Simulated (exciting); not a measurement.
Consider Li3TaO4, space group I4/mmm.

```xyz
8
Lattice="-2.0648 2.0648 4.3590 2.0648 -2.0648 4.3590 2.0648 2.0648 -4.3590" Properties=species:S:1:pos:R:3 pbc="T T T"
Ta    0.0000    0.0000    0.0000
O     0.0000    0.0000    1.9366
O     0.0000    2.0648    0.0000
O     0.0000    0.0000    6.7813
O     2.0648    0.0000    0.0000
Li    0.0000    2.0648    2.1795
Li    2.0648    0.0000    2.1795
Li    0.0000    0.0000    4.3590
```

Absorber: atom 1, with 2 O at 1.94 Å and 4 O at 2.06 Å (distorted octahedral, site symmetry 4/mmm). Method: exciting, all-electron LAPW+lo, LDA, exchange and screened direct term (singlet BSE), 3×3×4 shifted k points, 32 conduction bands, |G+q| up to 3 bohr⁻¹ (2 in the exchange term), full RPA screening with nempty = 58, Lorentzian half width 2.44 eV.

Predict the Ta L₃ near-edge structure at this level.

Bound core exciton? Yes on this mesh: the first bright state (over 5 % of the brightest) lies at -1.97 eV from the Kohn–Sham onset and at -2.08 eV from the lowest bare transition of its own mesh. Maxima (height): -0.6 eV (1.00).

Energy from the Kohn–Sham onset, core level to the lowest empty state found on the meshes used; Im ε in relative units:

| E (eV) | Im ε |
| --- | --- |
| -11.5 | 0.06 |
| -11.0 | 0.07 |
| -10.5 | 0.08 |
| -10.0 | 0.08 |
| -9.5 | 0.09 |
| -9.0 | 0.10 |
| -8.5 | 0.11 |
| -8.0 | 0.13 |
| -7.5 | 0.15 |
| -7.0 | 0.17 |
| -6.5 | 0.19 |
| -6.0 | 0.22 |
| -5.5 | 0.26 |
| -5.0 | 0.30 |
| -4.5 | 0.36 |
| -4.0 | 0.43 |
| -3.5 | 0.52 |
| -3.0 | 0.63 |
| -2.5 | 0.74 |
| -2.0 | 0.84 |
| -1.5 | 0.93 |
| -1.0 | 0.98 |
| -0.5 | 1.00 |
| 0.0 | 0.99 |
| 0.5 | 0.96 |
| 1.0 | 0.93 |
| 1.5 | 0.90 |
| 2.0 | 0.86 |
| 2.5 | 0.80 |
| 3.0 | 0.74 |
| 3.5 | 0.67 |
| 4.0 | 0.60 |
| 4.5 | 0.55 |
| 5.0 | 0.49 |
| 5.5 | 0.45 |
| 6.0 | 0.41 |
| 6.5 | 0.38 |
| 7.0 | 0.35 |
| 7.5 | 0.32 |
| 8.0 | 0.30 |
| 8.5 | 0.28 |
| 9.0 | 0.27 |
| 9.5 | 0.26 |
| 10.0 | 0.25 |
| 10.5 | 0.24 |
| 11.0 | 0.24 |
| 11.5 | 0.23 |
| 12.0 | 0.22 |
| 12.5 | 0.21 |
| 13.0 | 0.20 |
| 13.5 | 0.19 |
| 14.0 | 0.18 |
| 14.5 | 0.17 |
| 15.0 | 0.17 |
| 15.5 | 0.16 |
| 16.0 | 0.15 |
| 16.5 | 0.15 |
| 17.0 | 0.14 |
| 17.5 | 0.14 |
| 18.0 | 0.14 |
| 18.5 | 0.13 |
| 19.0 | 0.13 |
| 19.5 | 0.13 |
| 20.0 | 0.13 |
| 20.5 | 0.13 |
| 21.0 | 0.13 |
| 21.5 | 0.13 |
| 22.0 | 0.13 |
| 22.5 | 0.13 |
| 23.0 | 0.13 |
| 23.5 | 0.13 |

A mesh of 36 points doesn't converge binding energies, and fine structure above the first lines is partly noise of the mesh. Exchange and the short-range direct term aren't converged in the kernel cutoff. The zero comes from the unshifted 4×4×4 ground-state mesh; it is exact only where the band minimum lies on that mesh. The conduction states carry no spin here, so the exchange coupling to the spinor core hole is only partly held. This core level is treated alone, with no coupling to its spin–orbit partner. The Kohn–Sham onset, 9762 eV, is no photon energy (tabulated edge of the element: 9881 eV): the scale needs a rigid shift. Bands and screening come from semilocal DFT, whose small gap overscreens. Vibrations and energy-dependent lifetimes are left out. The structure is a Materials Project entry, computed there, and may be a hypothetical form.

[Banner, clock and machine lines of the logs are left out without a mark of their own.]

[Logs are printed without paths, hosts, clocks, repeated set-up lines and the standing remarks that a program may print on its own settings, such as how far it seeks lower states.]

[Hosts, paths, dates, database ids (printed as entryN), source tags and the programs' standing remarks are cut or masked in the printed files.]
